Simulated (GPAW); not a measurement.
# Screening of a field by OH/Cu(110), part 2 of 3

Wanted: the out-of-plane polarisability of OH/Cu(110).

GPAW 26.7.0; GPAW, PAW setups; slab in vacuum, relaxation (the session's first sound run).

So far, dipole along the normal (e·Å): step 2 (relaxing the atoms) 0.0635; step 3 (plane waves, PBE) 0.0638; step 4 (field on) -0.0292.

### Step 5. In a field

Contents of run.py:

```python
import json
import numpy as np
from ase import Atoms
from gpaw import GPAW, PW
from gpaw.external import ConstantElectricField

slab = Atoms(
    ['Cu', 'Cu', 'Cu', 'Cu', 'Cu', 'O', 'H'],
    positions=[
        [0.00000, 0.00000, 8.00000],
        [1.80500, 1.27633, 9.27633],
        [0.00000, 0.00000, 10.55266],
        [1.80500, 1.27633, 11.81391],
        [0.00000, 0.00000, 13.16796],
        [-0.00000, 1.27633, 14.60054],
        [-0.00000, 1.27633, 15.57166]],
    cell=[[3.61, 0.0, 0.0], [0.0, 2.55266, 0.0], [0.0, 0.0, 23.59904]],
    pbc=[True, True, False])

slab.calc = GPAW(mode=PW(500), xc='PBE', kpts={'size': (9, 12, 1), 'gamma': True},
                 occupations={'name': 'fermi-dirac', 'width': 0.1}, nbands='160%',
                 convergence={'density': 1e-05}, maxiter=200,
                 poissonsolver={'dipolelayer': 'xy'},
                 external=ConstantElectricField(-0.1, [0, 0, 1]),
                 symmetry={'tolerance': 1e-3}, txt='slab.txt')
result = {}
energy = slab.get_potential_energy()
fermi = slab.calc.get_fermi_level()
v = slab.calc.get_electrostatic_potential().mean((0, 1)) - fermi
n = slab.calc.get_pseudo_density().mean((0, 1))
L = slab.cell[2, 2]
z = np.arange(len(v)) * L / len(v)
low, high = slab.positions[:, 2].min(), slab.positions[:, 2].max()
below, above = np.interp([low - 5.8, high + 5.8], z, v)
slopes = [np.interp(x, z, np.gradient(v, z)) for x in (low - 5.8, high + 5.8)]
eps = np.array([[slab.calc.get_eigenvalues(k, s) for k in range(len(slab.calc.get_ibz_k_points()))]
                for s in range(slab.calc.get_number_of_spins())]) - fermi
top, bottom = eps[eps < 0].max(), eps[eps > 0].min()
dipole = slab.get_dipole_moment()[2]
print(f'energy {energy:.4f} eV, Fermi level {fermi:.4f} eV, dipole {dipole:.5f} e A')
print(f'potential 5.8 A off the faces, from the Fermi level: lower {below:.4f} eV, upper {above:.4f} eV')
print(f'slope of the potential there: lower {slopes[0]:.5f}, upper {slopes[1]:.5f} eV/A')
print(f'nearest levels on the mesh: {top:.4f} and {bottom:.4f} eV')
print('magnetic moment', round(slab.get_magnetic_moment(), 3))
result.update(energy=energy, fermi=fermi, dipole=dipole, below=below, above=above, slopes=slopes, edges=[top, bottom],
              z=z.tolist(), v=v.tolist(), n=n.tolist(), positions=slab.positions.tolist(),
              forces=slab.get_forces(apply_constraint=False).tolist(), moments=slab.get_magnetic_moments().tolist())
json.dump(result, open('result.json', 'w'))
```

Run with:

```sh
$ OMP_NUM_THREADS=1 OPENBLAS_NUM_THREADS=1 python run.py
```

Elapsed: 11 min, on 1 thread of Arm Neoverse V2, shared host; peak memory 0.58 GiB.

Numbers from this step:

| Quantity | Value |
| --- | --- |
| dipole along the normal | 0.01728 e·Å |
| levels nearest the Fermi level on the mesh | -0.006224, 4.75e-5 eV from the Fermi level |
| potential below the slab, the applied field's own ramp left out | 3.967 eV from the Fermi level |
| potential above the slab, the applied field's own ramp left out | 3.627 eV from the Fermi level |

The electrostatic potential energy of an electron (without an applied field's), less the Fermi level, planar mean oscillates, so the rows of the table below give means over windows of 0.5 Å about each position, cut where the curve ends. Its maxima inside the range that stand out by 2 % of the span (Å: eV): 8.59: -5.38, 9.91: -5.43, 11.23: -5.49, 12.46: -4.16, 14.06: 1.36, 15.20: 3.03. Its minima: 8.02: -10.9, 9.25: -11.3, 10.57: -11.3, 11.80: -10.9, 13.12: -10.5, 14.63: -5.02, 15.58: 1.84.

Table of electrostatic potential energy of an electron (without an applied field's), less the Fermi level, planar mean by z; means over each step:

z (Å), electrostatic potential energy of an electron (without an applied field's), less the Fermi level, planar mean (eV) and a bar from the least value:
```
      0.0        3.9 ##############################
      0.5        4.0 ##############################
      1.0        4.0 ##############################
      1.5        4.0 ##############################
      2.0        4.0 ##############################
      2.5        4.0 ##############################
      3.0        4.0 ##############################
      3.5        4.0 ##############################
      4.0        4.0 ##############################
      4.5        4.0 ##############################
      5.0        4.0 ##############################
      5.5        3.9 ##############################
      6.0        3.8 ##############################
      6.5        3.4 #############################
      7.0        1.8 ##########################
      7.5       -3.5 ##############
      8.0       -9.9 #
      8.5       -6.5 ########
      9.0       -8.7 ####
      9.5       -9.3 ##
     10.0       -6.3 #########
     10.5      -10.4 
     11.0       -7.0 #######
     11.5       -8.1 #####
     12.0       -9.0 ###
     12.5       -4.8 ############
     13.0       -9.0 ###
     13.5       -5.8 ##########
     14.0        0.6 #######################
     14.5       -3.3 ###############
     15.0        0.9 ########################
     15.5        2.3 ###########################
     16.0        2.9 ############################
     16.5        3.5 #############################
     17.0        3.6 #############################
     17.5        3.6 #############################
     18.0        3.6 #############################
     18.5        3.6 #############################
     19.0        3.6 #############################
     19.5        3.6 #############################
     20.0        3.6 #############################
     20.5        3.6 #############################
     21.0        3.6 #############################
     21.5        3.6 #############################
     22.0        3.6 #############################
     22.5        3.6 #############################
     23.0        3.6 #############################
     23.5        3.7 #############################
```

Force by atom:

```
atom  x (eV/Å)  y (eV/Å)  z (eV/Å)   size
 Cu1     0.000     0.000     0.232  0.232
 Cu2     0.000     0.000    -0.584  0.584
 Cu3     0.000     0.000     0.326  0.326
 Cu4     0.000     0.000    -0.029  0.029
 Cu5     0.000     0.000    -0.021  0.021
  O6     0.000     0.000     0.044  0.044
  H7     0.000     0.000    -0.004  0.004
```

The dipole is now 0.0173 e Å, against 0.064 in the run without a field.

### Step 6. Field on

Changes to run.py since step 5:

```diff
@@ -23,3 +23,3 @@
                  poissonsolver={'dipolelayer': 'xy'},
-                 external=ConstantElectricField(-0.1, [0, 0, 1]),
+                 external=ConstantElectricField(-0.05, [0, 0, 1]),
                  symmetry={'tolerance': 1e-3}, txt='slab.txt')
```

It took 12 min on 1 thread; peak memory 0.58 GiB.

The electrostatic potential energy of an electron (without an applied field's), less the Fermi level, planar mean oscillates, so the rows of the table below give means over windows of 1 Å about each position, cut where the curve ends. Its maxima inside the range that stand out by 2 % of the span (Å: eV): 1.7: 4.23, 8.6: -5.22, 9.9: -5.34, 11.2: -5.46, 12.5: -4.20, 14.1: 1.25, 15.2: 2.87. Its minima: 8.0: -10.7, 9.3: -11.2, 10.6: -11.3, 11.8: -10.9, 13.1: -10.5, 14.6: -5.16, 15.6: 1.67.

Electrostatic potential energy of an electron (without an applied field's), less the Fermi level, planar mean against z; means over each step:

```
z (Å)  electrostatic potential energy of an electron (without an applied field's), less the Fermi level, planar mean (eV)
    0                                                                                                                4.08
    1                                                                                                                4.23
    2                                                                                                                4.23
    3                                                                                                                4.23
    4                                                                                                                4.23
    5                                                                                                                4.21
    6                                                                                                                4.01
    7                                                                                                                1.57
    8                                                                                                               -8.00
    9                                                                                                               -8.28
   10                                                                                                               -7.54
   11                                                                                                               -7.82
   12                                                                                                               -8.11
   13                                                                                                               -7.85
   14                                                                                                               -1.19
   15                                                                                                              -0.150
   16                                                                                                                2.60
   17                                                                                                                3.38
   18                                                                                                                3.43
   19                                                                                                                3.43
   20                                                                                                                3.43
   21                                                                                                                3.43
   22                                                                                                                3.43
   23                                                                                                                3.48
```

### Step 7. In a field

Changes to run.py since step 6:

```diff
@@ -23,3 +23,3 @@
                  poissonsolver={'dipolelayer': 'xy'},
-                 external=ConstantElectricField(-0.05, [0, 0, 1]),
+                 external=ConstantElectricField(0.05, [0, 0, 1]),
                  symmetry={'tolerance': 1e-3}, txt='slab.txt')
```

Wall time 16 min (1 thread); peak memory 0.58 GiB.

### Step 8. In a field

Changes to run.py since step 7:

```diff
@@ -23,3 +23,3 @@
                  poissonsolver={'dipolelayer': 'xy'},
-                 external=ConstantElectricField(0.05, [0, 0, 1]),
+                 external=ConstantElectricField(0.1, [0, 0, 1]),
                  symmetry={'tolerance': 1e-3}, txt='slab.txt')
```

The job ended after 18 min (1 thread; peak memory 0.58 GiB).

The electrostatic potential energy of an electron (without an applied field's), less the Fermi level, planar mean oscillates, so the rows of the table below give means over windows of 1 Å about each position, cut where the curve ends. Its maxima inside the range that stand out by 2 % of the span (Å: eV): 1.9: 5.02, 8.6: -4.74, 9.9: -5.05, 11.1: -5.37, 12.5: -4.29, 14.1: 0.920, 15.2: 2.39. Its minima: 8.0: -10.1, 9.3: -10.8, 10.6: -11.1, 11.8: -10.9, 13.1: -10.7, 14.6: -5.57, 15.6: 1.15.

Table of electrostatic potential energy of an electron (without an applied field's), less the Fermi level, planar mean by z; means over each step:

z (Å), electrostatic potential energy of an electron (without an applied field's), less the Fermi level, planar mean (eV) and a bar from the least value:
```
        0        4.6 #############################
        1        5.0 ##############################
        2        5.0 ##############################
        3        5.0 ##############################
        4        5.0 ##############################
        5        5.0 ##############################
        6        4.8 #############################
        7        2.3 ########################
        8       -7.4 ##
        9       -7.9 #
       10       -7.3 ##
       11       -7.7 #
       12       -8.1 
       13       -8.0 
       14       -1.5 ###############
       15       -0.6 #################
       16        2.1 #######################
       17        2.8 #########################
       18        2.9 #########################
       19        2.9 #########################
       20        2.9 #########################
       21        2.9 #########################
       22        2.9 #########################
       23        3.0 #########################
```

The dipole is now 0.110 e Å, against 0.064 in the run without a field.

### Step 9. Field on

Changes to run.py since step 8:

```diff
@@ -23,3 +23,3 @@
                  poissonsolver={'dipolelayer': 'xy'},
-                 external=ConstantElectricField(0.1, [0, 0, 1]),
+                 external=ConstantElectricField(0.2, [0, 0, 1]),
                  symmetry={'tolerance': 1e-3}, txt='slab.txt')
```

Run time: 19 min. Hardware: 1 thread; peak memory 0.58 GiB.

The dipole is now 0.157 e Å, against 0.064 in the run without a field.

### Step 10. Field on

Changes to run.py since step 9:

```diff
@@ -23,3 +23,3 @@
                  poissonsolver={'dipolelayer': 'xy'},
-                 external=ConstantElectricField(0.2, [0, 0, 1]),
+                 external=ConstantElectricField(0.3, [0, 0, 1]),
                  symmetry={'tolerance': 1e-3}, txt='slab.txt')
```

Run time: 17 min. Hardware: 1 thread; peak memory 0.58 GiB.

(Part 2 of 3 ends here.)

[Logs are printed without paths, hosts, clocks, repeated set-up lines and the standing remarks that a program may print on its own settings, such as how far it seeks lower states.]

[Hosts, paths, dates, database ids (printed as entryN), source tags and the programs' standing remarks are cut or masked in the printed files.]
